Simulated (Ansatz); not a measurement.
Consider Tl2PtF6 (started from the K2PtCl6 type) (Fm-3m).

The structure was built from a prototype and need not be the compound's stable phase.

```
Tl Pt F
1.0
     4.43091    0.00000    4.43091
     4.43091    4.43091    0.00000
     0.00000    4.43091    4.43091
Tl Pt F
2 1 6
Direct
  0.25000 0.25000 0.25000
  0.75000 0.75000 0.75000
  0.00000 0.00000 0.00000
  0.22186 0.22186 0.77814
  0.77814 0.77814 0.22186
  0.22186 0.77814 0.22186
  0.77814 0.22186 0.77814
  0.77814 0.22186 0.22186
  0.22186 0.77814 0.77814
```

The structure was relaxed with PBE. The structure type comes from a generator and need not be one that this composition takes. The structure was generated from a model, not taken from a measurement. The runs that relaxed it are not among those shown. The program's search for lower electronic states was switched off, so nothing shows that the state found is the lowest. Spin-orbit coupling is left out unless a run names it. PAW set soft_2, made with PBE.

A constrained-RPA run (Ansatz 0.2.0; non-magnetic PBE; Pt t2g, bands v3 to v1, 4×4×4 mesh, medium accuracy) builds 3 functions on bands 0.44 eV wide, with 6.0 electrons in the window. The bare on-site interaction is 10.5 eV and the bare J 0.29 eV.

Q: Estimate U, U′ and J.

On the Pt t2g shell, U = 4.23 eV (40 % of the bare value), U′ = 3.59 eV, J = 0.21 eV.

The parent state is non-magnetic and the interaction static (zero frequency); U depends on the window and the orbitals, so it belongs to this model alone. Spin-orbit coupling, which is strong for atoms this heavy, is left out.

[Paths, hosts, dates, memory and timing lines, banners, echoed tables and standing remarks are left out of the program output.]

[Logs are printed without paths, hosts, clocks, repeated set-up lines and the standing remarks that a program may print on its own settings, such as how far it seeks lower states.]

[Runs of the session that timed out or met a known fault of the program may be left out.]

[Hosts, paths, dates, database ids (printed as entryN), source tags and the programs' standing remarks are cut or masked in the printed files.]
